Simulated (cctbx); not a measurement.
# Reading a Patterson map

Space group P6_3/mmc (no. 194), a = 3.5780 Å, b = 3.5780 Å, c = 16.7130 Å, α = 90.00°, β = 90.00°, γ = 120.00°, content Pb4 Cd2 N2.

Simulated single-crystal data (cctbx): Mo Kα, λ = 0.71073 Å, to d = 0.65 Å, 70 % of the full sphere, strongest reflection 70000 counts, noise from counting, a 1.5 % proportional error and a noise floor of 2 counts (s.d.); no absorption.

Patterson synthesis, origin scaled to 1000:

```text
Patterson group P 6/m m m
      u       v       w   height  length (A)
  0.000   0.000   0.000   1000.0     0.00
  0.000   0.000   0.335    839.0     5.60
  0.333   0.667   0.500    494.0     8.61
  0.333   0.667   0.165    415.4     3.45
  0.129   0.258   0.025     13.9     0.90
  0.000   0.229   0.028     11.7     0.94
  0.000   0.000   0.053     11.1     0.89
  0.333   0.667   0.068      8.6     2.36
  0.083   0.167   0.046      7.6     0.93
  0.000   0.000   0.387      7.3     6.47
  0.333   0.667   0.443      5.5     7.68
  0.269   0.538   0.105      4.1     2.89
  0.000   0.000   0.140      4.0     2.33
  0.126   0.461   0.466      3.9     7.93
```

**Question.** Which atom pairs make the peaks, and where is the heaviest atom?

A peak at u stands for all pairs with xi − xj = u, with weight Σ ZiZj against Σ Z² = 31602 at the origin. Peak heights follow these weights only roughly, since form factors, motion and series ripples differ, all vectors within 0.55 Å of a peak are counted as merged into it though the farther ones add only part of their weight, and F(000) is left out, which lowers the whole map:

| u | v | w | shortest length (Å) | height | 1000 ΣZiZj/ΣZ² | pairs in the cell |
| --- | --- | --- | --- | --- | --- | --- |
| 0.000 | 0.000 | 0.335 | 5.60 | 839 | 924 | 4 × Pb–Cd, 2 × Pb–Pb |
| 0.333 | 0.667 | 0.500 | 8.61 | 494 | 498 | 2 × Pb–Pb, 1 × Cd–Cd |
| 0.333 | 0.667 | 0.165 | 3.44 | 415 | 462 | 2 × Pb–Cd, 1 × Pb–Pb |

The table stops at ten peaks or at a height of 45, below which ripples compete. In the model behind the data Pb, the heaviest element, has 1 independent site: (2/3, 1/3, 0.9197), up to an allowed shift of origin; the Pb–Pb vectors are differences of these positions and their symmetry mates. The whole model:

```csv
atom,mult.,x,y,z,Ueq (Å²)
Pb1,4,2/3,1/3,0.9197,0.0123
Cd1,2,1/3,2/3,3/4,0.0186
N1,2,0,0,0,0.0269
```

This is a model crystal, built by substitution and not relaxed, with assumed displacement parameters.

[Logs are printed without paths, hosts, clocks, repeated set-up lines and the standing remarks that a program may print on its own settings, such as how far it seeks lower states.]
